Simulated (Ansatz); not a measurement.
**BiN (hypothetical, Fm-3m): thermal expansion from first principles**

Wanted: α(T), C_P(T) and B(T) of BiN (hypothetical) in the quasi-harmonic approximation. The compound is hypothetical: it was made by swapping elements on a known structure type.

Calculated with Ansatz 0.2.0; DFT PBEsol, scalar-relativistic, plane waves, PAW.

Report form: inputs, costs, results and the conclusion, without the logs.

### 1. The system as given

It takes space group R-3m (No. 166, trigonal). Conventional cell: a = 3.822 Å, b = 3.822 Å, c = 10.290 Å, α = 90.00°, β = 90.00°, γ = 120.00°. Nearest to Bi lie 6 N at 2.79 Å. Nearest to N lie 6 Bi at 2.79 Å. Farther neighbours, and contacts between anions beyond the nearest, are not listed.

Coordinates:

```
Bi N
1.0
     1.91123    1.10345    3.43012
    -1.91123    1.10345    3.43012
     0.00000   -2.20689    3.43012
Bi N
1 1
Direct
  0.50000 0.50000 0.50000
  0.00000 0.00000 0.00000
```

### 2. Probe on a coarse mesh

Before spending time, one coarse run tells the gap and the pressure of the starting cell.

Input file input.yaml:

```yaml
crystal:
  lattice:
    - [1.91123, 1.10345, 3.43012]
    - [-1.91123, 1.10345, 3.43012]
    - [0.0, -2.20689, 3.43012]
  atoms:
    - { symbol: Bi, position: [0.5, 0.5, 0.5] }
    - { symbol: "N", position: [0.0, 0.0, 0.0] }
kpoints:
  mp_grid: { grid: [6, 6, 6] }
hamiltonian:
  xc: pbesol
scf:
  occupations: { method: gaussian, width: 0.1 }
output:
  forces: true
  stress: true
  eigenvalues: true
```

On the command line:

```sh
> ansatz run input.yaml --threads 4 --pin off --max-ram 8192MiB --backend cpu --events-out ev --progress --plain --runs-dir out
```

Wall time 0.44 s (4 threads of Arm Neoverse V2, shared host); peak memory 0.3 GiB.

This step gave:

| Item | Value |
| --- | --- |
| pressure | -20.26 GPa |
| volume per atom | 21.70 Å³ |
| gap on the k-mesh | 0.3151 eV |

The start is under -20 GPa at this level and looks like an insulator or semiconductor on this mesh.

### 3. A loose first relaxation

The start is far from rest, so a relaxation with loose thresholds first brings it near the minimum.

Edit input.yaml of step 2 so:

```diff
@@ -18 +18,6 @@
   eigenvalues: true
+relax:
+  adjacent_minimum: "off"
+  f_tol: 0.05
+  max_steps: 80
+  cell: { stress_tol: 0.5 }
```

Elapsed: 2.8 s, on 4 threads; peak memory 0.32 GiB; 9.1 s of CPU time.

Relaxation path:

```
step  energy less that of the first step (eV)  largest force component (eV/Å)  pressure (GPa)  volume (Å³)
   1                                   0.0000                          0.0000          -20.26        43.40
   2                                  -0.5616                          0.0000          -15.83        38.86
   3                                  -0.8960                          0.0000           -7.61        34.99
   4                                  -0.9745                          0.0000            1.21        32.56
   5                                  -0.9748                          0.0000           -0.30        32.91
  6*                                  -0.9690                          0.0000           -0.61        32.91
   7                                  -0.9696                          0.0000            0.00        32.77
  8*                                  -0.9691                          0.0000           -0.01        32.77
```

Relaxation steps marked * repeat the geometry before them on a plane-wave basis chosen anew for their cell, so energy and pressure can jump there.

The run keeps the 12 symmetry operations that the program found, so distortions that break them were not tested.

```
primitive cell, as run  before  after   change
                 a (Å)   4.079  3.592  -11.9 %
                 b (Å)   4.079  3.592  -11.9 %
                 c (Å)   4.079  3.592  -11.9 %
                 α (°)   55.88  60.00   +7.4 %
                 β (°)   55.88  60.00   +7.4 %
                 γ (°)   55.88  60.00   +7.4 %
      volume (Å³/atom)   21.70  16.38  -24.5 %
```

Final coordinates:

```xyz
2
Lattice="1.7959 1.0369 2.9329 -1.7959 1.0369 2.9329 0.0000 -2.0737 2.9329" Properties=species:S:1:pos:R:3 pbc="T T T"
Bi    0.0000    0.0000    4.3993
N     0.0000    0.0000    0.0000
```

This step gave:

| Property | Result |
| --- | --- |
| pressure | -0.01321 GPa |
| gap on the k-mesh | 1.059 eV |
| volume per atom | 16.38 Å³ |

The relaxation ends with a pressure of -0.01 GPa.

### 4. Relaxation

Phonons are second derivatives about a minimum, so cell and atoms are relaxed first, inside the symmetry of the start.

Input file input.yaml:

```yaml
crystal:
  lattice:
    - [1.7958918677, 1.0368600783, 2.932869219]
    - [-1.7958918677, 1.0368600783, 2.932869219]
    - [0.0, -2.0737158815, 2.9328707304]
  atoms:
    - { symbol: Bi, position: [0.5, 0.5, 0.5] }
    - { symbol: "N", position: [0.0, 0.0, 0.0] }
kpoints:
  mp_grid: { grid: [10, 10, 10] }
hamiltonian:
  xc: pbesol
scf:
  occupations: { method: gaussian, width: 0.02 }
output:
  forces: true
  stress: true
  eigenvalues: true
relax:
  adjacent_minimum: "off"
  f_tol: 0.005
  max_steps: 80
  cell: { stress_tol: 0.05 }
```

Run time: 3 s. Hardware: 4 threads; peak memory 0.37 GiB; 11 s of CPU time.

Little changed from the start: no atom moved by 0.005 Å and no cell edge by 0.1 %.

This step gave:

```yaml
pressure: 0.003347 GPa
gap_on_the_k_mesh: 0.1870 eV
volume_per_atom: 16.41 Å³
```

### 5. A second relaxation

The relaxation is run once more from where the first one ended, as the script does after a large change of volume or of the gap, with mesh and occupations reviewed.

Input file input.yaml:

```yaml
crystal:
  lattice:
    - [1.7967276625, 1.0373426252, 2.9340144376]
    - [-1.7967276625, 1.0373426252, 2.9340144376]
    - [0.0, -2.0746809737, 2.9340159497]
  atoms:
    - { symbol: Bi, position: [0.5, 0.5, 0.5] }
    - { symbol: "N", position: [0.0, 0.0, 0.0] }
kpoints:
  mp_grid: { grid: [12, 12, 12] }
hamiltonian:
  xc: pbesol
scf:
  occupations: { method: gaussian, width: 0.01 }
output:
  forces: true
  stress: true
  eigenvalues: true
  write_density: true
  write_potential: true
  elf: true
  volumetric_format: npy
relax:
  adjacent_minimum: "off"
  f_tol: 0.005
  max_steps: 80
  cell: { stress_tol: 0.05 }
```

Wall time 2.5 s (4 threads); peak memory 0.39 GiB.

Little changed from the start: no atom moved by 0.005 Å and no cell edge by 0.1 %.

This step gave:

* pressure: -0.01343 GPa
* gap on the k-mesh: 0.1945 eV

Electrostatic potential energy in the ac plane of the cell as run, not the conventional one, at fractional y = 0.000, with atoms of N within 0.2 Å of it. With pseudopotentials it is smooth inside the atoms' cores, unlike the true potential.

Ten even steps from '_' (-44 eV) to '@' (15 eV), each cell a mean:
```
____::##@@@@@@@@@@@@@@@@**..
::::==##@@@@@@@@@@@@@@@@@@**
##**##%%@@@@@@@@@@@@@@@@@@@@
@@@@@@@@@@@@@@@@@@@@@@@@@@@@
@@@@@@@@@@@@@@@@@@@@@@@@@@@@
@@@@@@@@@@@@@@@@@@@@@@@@@@@@
@@@@@@@@@@@@@@@@@@@@@@@@@@@@
@@@@@@@@@@@@@@@@@@@@@@@@@@@@
@@@@@@@@@@@@@@@@@@@@@@@@@@@@
@@@@@@@@@@@@@@@@@@@@@@@@@@@@
@@@@@@@@@@@@@@@@@@@@@@%%####
==##@@@@@@@@@@@@@@@@@@##==::
__--##@@@@@@@@@@@@@@@@**::__
____==@@@@@@@@@@@@@@@@##::__
```
Columns run along a (3.6 Å; values clipped at the 3rd and 97th percentile), rows up along c (3.6 Å). Atoms in or near the plane, at fractional coordinates: N at (0.00, 0.00).

Valence density in the ac plane of the cell as run, not the conventional one, at fractional y = 0.000, with atoms of N within 0.2 Å of it. It is the smooth field of the valence electrons, not physical close to the nuclei.

Ten even steps from '_' (0.1 e/Å³) to '@' (3.5 e/Å³), each cell a mean:
```
@@@@**::______________..--##
**##++::..______________..--
::----::__________________..
__......____________________
____________________________
____________________________
____________________________
____________________________
____________________________
________________________..__
..__________________..::::::
++::..______________..--++**
%%**::______________..--##@@
@@%%++..______________::**@@
```
Columns run along a (3.6 Å), rows up along c (3.6 Å). Atoms in or near the plane, at fractional coordinates: N at (0.00, 0.00).

ELF in the ac plane of the cell as run, not the conventional one, at fractional y = 0.000, with atoms of N within 0.2 Å of it. It is the smooth field of the valence electrons, not physical close to the nuclei.

Values, 14 rows by 14 columns, each cell a mean:
```
0.33 0.43 0.72 0.79 0.61 0.33 0.16 0.11 0.12 0.18 0.40 0.69 0.79 0.65
0.71 0.69 0.77 0.80 0.65 0.39 0.20 0.13 0.12 0.14 0.24 0.49 0.71 0.79
0.79 0.80 0.81 0.78 0.64 0.40 0.21 0.15 0.15 0.15 0.17 0.28 0.49 0.69
0.60 0.69 0.71 0.67 0.53 0.34 0.20 0.16 0.17 0.17 0.16 0.17 0.24 0.40
0.29 0.39 0.44 0.43 0.35 0.24 0.16 0.14 0.16 0.18 0.17 0.15 0.14 0.18
0.15 0.19 0.23 0.24 0.21 0.17 0.13 0.11 0.13 0.16 0.17 0.15 0.12 0.12
0.10 0.12 0.15 0.16 0.16 0.14 0.11 0.10 0.11 0.14 0.16 0.15 0.13 0.11
0.12 0.11 0.13 0.15 0.16 0.15 0.12 0.11 0.13 0.16 0.20 0.21 0.20 0.16
0.23 0.16 0.14 0.16 0.18 0.17 0.15 0.14 0.17 0.24 0.34 0.40 0.39 0.33
0.47 0.31 0.19 0.16 0.17 0.18 0.16 0.16 0.21 0.35 0.53 0.64 0.65 0.61
0.74 0.60 0.38 0.21 0.16 0.16 0.15 0.16 0.24 0.43 0.67 0.78 0.80 0.79
0.77 0.78 0.65 0.38 0.19 0.14 0.13 0.15 0.23 0.44 0.71 0.81 0.77 0.72
0.48 0.72 0.78 0.60 0.31 0.16 0.11 0.12 0.19 0.39 0.69 0.80 0.69 0.43
0.13 0.48 0.77 0.74 0.47 0.23 0.12 0.10 0.15 0.29 0.60 0.79 0.71 0.33
```
Columns run along a (3.6 Å), rows up along c (3.6 Å). Atoms in or near the plane, at fractional coordinates: N at (0.00, 0.00).

### 6. Relaxing to small residual forces and stress

The thresholds are tightened for a last relaxation ahead of the phonons.

input.yaml, the sections that differ from step 5:

```yaml
output:
  forces: true
  stress: true
  eigenvalues: true
relax:
  adjacent_minimum: "off"
  f_tol: 0.001
  max_steps: 60
  cell: { stress_tol: 0.01 }
# crystal, kpoints, hamiltonian, scf: as in step 5
```

Wall time 4.5 s (4 threads); peak memory 0.4 GiB.

Little changed from the start: no atom moved by 0.005 Å and no cell edge by 0.1 %.

Read from the output:

```
pressure          : -3.20e-4 GPa
gap on the k-mesh : 0.1946 eV
volume per atom   : 16.40 Å³
```

The residual pressure is -3.2e-4 GPa, small enough for phonons.

### 7. Phonons on strained cells, q-mesh 2×2×2

The study relaxes the crystal at several strains, solves the phonons on some of them and minimises energy plus vibrational free energy at each temperature; the q-mesh sets how far the force constants reach.

input.yaml, the sections that differ from step 6:

```yaml
crystal:
  lattice:
    - [1.7966634, 1.0373055232, 2.9339434924]
    - [-1.7966634, 1.0373055232, 2.9339434924]
    - [0.0, -2.0746067697, 2.9339450044]
  atoms:
    - { symbol: Bi, position: [0.5, 0.5, 0.5] }
    - { symbol: "N", position: [0.0, 0.0, 0.0] }
output:
  eigenvalues: true
phonons:
  method: dfpt
  qmesh: [2, 2, 2]
  temperatures: { t_max: 1200.0, t_step: 50 }
  thermal_expansion: {}
# kpoints, hamiltonian, scf: as in step 6
# relax: removed
```

Run time: 88 s. Hardware: 4 threads; peak memory 1 GiB; 5.5 min of CPU time.

The run ended with an error.

The program's message: “vibrations stand at or below zero in cell 4 (1.500 modes a cell, the lowest at -204.9 cm⁻¹): the crystal is at no minimum there, or its k-points are too few: type the crystal that it becomes, another …”

### 8. Phonons on strained cells, q-mesh 4×4×4

Thermal expansion follows from how the phonon free energy changes with strain, so the program makes strained cells, their phonons and a fit in one run.

Edit input.yaml of step 7 so:

```diff
@@ -18,3 +18,3 @@
   method: dfpt
-  qmesh: [2, 2, 2]
+  qmesh: [4, 4, 4]
   temperatures: { t_max: 1200.0, t_step: 50 }
```

Run time: 5.7 min. Hardware: 4 threads; peak memory 2.6 GiB.

The run ended with an error.

The program's message: “vibrations stand at or below zero in cell 4 (0.750 modes a cell, the lowest at -204.9 cm⁻¹): the crystal is at no minimum there, or its k-points are too few: type the crystal that it becomes, another …”

### 9. Phonons of the refused cell

The study refused this cell, so its phonons are run alone to see which modes are imaginary.

input.yaml, the sections that differ from step 8:

```yaml
phonons:
  method: dfpt
  qmesh: [4, 4, 4]
  temperatures: { t_max: 1000, t_step: 50 }
  qpath:
    path:
      - [[0.0, 0.0, 0.0], [0.5, 0.50000056, 5.6e-07], [0.62500014, 0.62500084, 0.2500007]]
      - [[0.75000042, 0.37500127, 0.37500084], [0.0, 0.0, 0.0], [0.50000028, 0.50000084, 0.50000056], [0.75000028, 0.50000112, 0.25000084], [0.5, 0.50000056, 5.6e-07]]
    npoints: 10
# crystal, kpoints, hamiltonian, scf, output: as in step 8
```

The job ended after 3.4 min (4 threads; peak memory 2.2 GiB).

Numbers from this step:

```
Γ frequencies                : -204.1, -204.1, -204.1, 0, 0, 0 cm⁻¹ (negative: imaginary)
lowest frequency on the path : -204.1 cm⁻¹
point group                  : m-3m
highest frequency            : 412.6 cm⁻¹
```

No LO-TO term. Phonon branches along the path, in cm⁻¹:

```
    point  branch 1  branch 2  branch 3  branch 4  branch 5  branch 6
        Γ      -204      -204      -204         0         0         0
  halfway      -121      -121        68        68       108       324
        X      -144      -144      -140        94        94       152
  halfway      -124       -63        57       118       138       154
        U      -106        61       110       148       226       277
jump to K      -106        61       110       148       226       277
  halfway        20        40       113       120       290       378
        Γ      -204      -204      -204         0         0         0
  halfway        35        35       110       254       254       365
        L        60        60       159       333       333       404
  halfway        63        74       142       227       269       371
        W      -120      -120        98       125       125       320
  halfway      -122       -97        81       118       149       225
        X      -144      -144      -140        94        94       152
```

The phonon density of states has structure finer than the step of the table below, so its rows give means over 20 cm⁻¹. Peaks (cm⁻¹: height): 62.5: 0.0652, 132.5: 0.0362.

Tetrahedra on 24 24 24, mean over bins of 5 cm⁻¹. Phonon density of states against wavenumber; means over each step:

```
wavenumber (cm⁻¹)  phonon density of states (1/cm⁻¹/cell)
             -180                                  1.9e-4
             -160                                  2.7e-4
             -140                                  7.3e-4
             -120                                 0.00375
             -100                                 0.00707
              -80                                 0.00664
              -60                                 0.00559
              -40                                 0.00452
              -20                                 0.00408
                0                                 0.00426
               20                                 0.00598
               40                                  0.0149
               60                                  0.0419
               80                                  0.0111
              100                                  0.0146
              120                                  0.0291
              140                                  0.0292
              160                                  0.0125
              180                                 0.00738
              200                                 0.00697
              220                                 0.00715
              240                                 0.00757
              260                                 0.00835
              280                                 0.00953
              300                                  0.0115
              320                                  0.0124
              340                                 0.00934
              360                                 0.00922
              380                                 0.00872
              400                                 0.00516
```

No LO-TO term. Modes at Γ, with each element's share of the kinetic energy (negative means imaginary):

```
mode  frequency (cm⁻¹)  symmetry  Bi %  N %
   1            -204.1       T1u     6   94
   2            -204.1       T1u     6   94
   3            -204.1       T1u     6   94
   4               0.0       T1u    94    6
   5               0.0       T1u    94    6
   6               0.0       T1u    94    6
```

Displacements in mode 2 (-204.1 cm⁻¹), the largest set to 1:
```
Bi1  0.00  0.01 -0.07
N2   0.00 -0.18  1.00
```

The modes has structure finer than the step of the table below, so its rows give means over 25 cm⁻¹. Peaks (cm⁻¹: height): Bi 59.4: 0.0518, 128.8: 0.0273; N -108.0: 0.00539, 145.1: 0.00927, 169.6: 0.00819, 210.5: 0.00855, 328.8: 0.0129, 365.6: 0.00984.

Phonopy on the run's constants, 19x19x19 mesh, Gaussian sigma 4.6 cm⁻¹. Modes against wavenumber; means over each step; values in 1/cm⁻¹/cell:

```
wavenumber (cm⁻¹)       Bi        N
             -200   5.4e-6   7.6e-5
             -175   1.7e-5   1.8e-4
             -150   8.8e-5   5.0e-4
             -125   9.1e-4  0.00234
             -100  0.00241  0.00470
              -75  0.00291  0.00344
              -50  0.00355  0.00231
              -25  0.00216   6.7e-4
                0  0.00155   4.0e-4
               25  0.00661   5.5e-4
               50   0.0305  0.00108
               75   0.0200  0.00127
              100   0.0113  0.00396
              125   0.0236  0.00698
              150   0.0127  0.00770
              175  0.00100  0.00702
              200   1.7e-4  0.00647
              225   1.1e-4  0.00695
              250   5.5e-5  0.00793
              275   5.3e-5  0.00909
              300   4.5e-5   0.0114
              325   5.4e-5   0.0121
              350   5.8e-5  0.00874
              375   8.0e-5  0.00893
              400   5.6e-5  0.00503
```

The lowest solved frequency is -204 cm⁻¹, so the cell is unstable here and gives no valid free energy.

### 10. Summary of results

| Item | Value |
| --- | --- |
| lowest frequency at the solved wavevectors | -204 cm⁻¹ |

**Reading.** The relaxation moved the crystal from R-3m to Fm-3m; the results are of the latter. With imaginary harmonic modes at the relaxed cell the quasi-harmonic free energy is undefined, so no expansion is obtained for this phase at this level. The softest solved mode is 204i cm⁻¹ at q = (0, 0, 0), and 5 of 8 solved wavevectors carry a mode beyond 8i cm⁻¹. The program warned that a few bands missed the eigensolver's threshold in at least one of the runs.

[Long decimals in the printed logs are rounded to 6 places.]

[Logs are printed without paths, hosts, clocks, repeated set-up lines and the standing remarks that a program may print on its own settings, such as how far it seeks lower states.]

[Hosts, paths, dates, database ids (printed as entryN), source tags and the programs' standing remarks are cut or masked in the printed files.]

[Where the starting crystal was built by hand or by swapping elements, it need not be the compound's stable phase.]

[A step with changed settings may run another functional than the one named; its input shows which.]

[Pressures of single members of a volume series are the stress at the run's cutoff; with an incomplete basis they can lie off −dE/dV of the same runs, and they are not shown converged.]
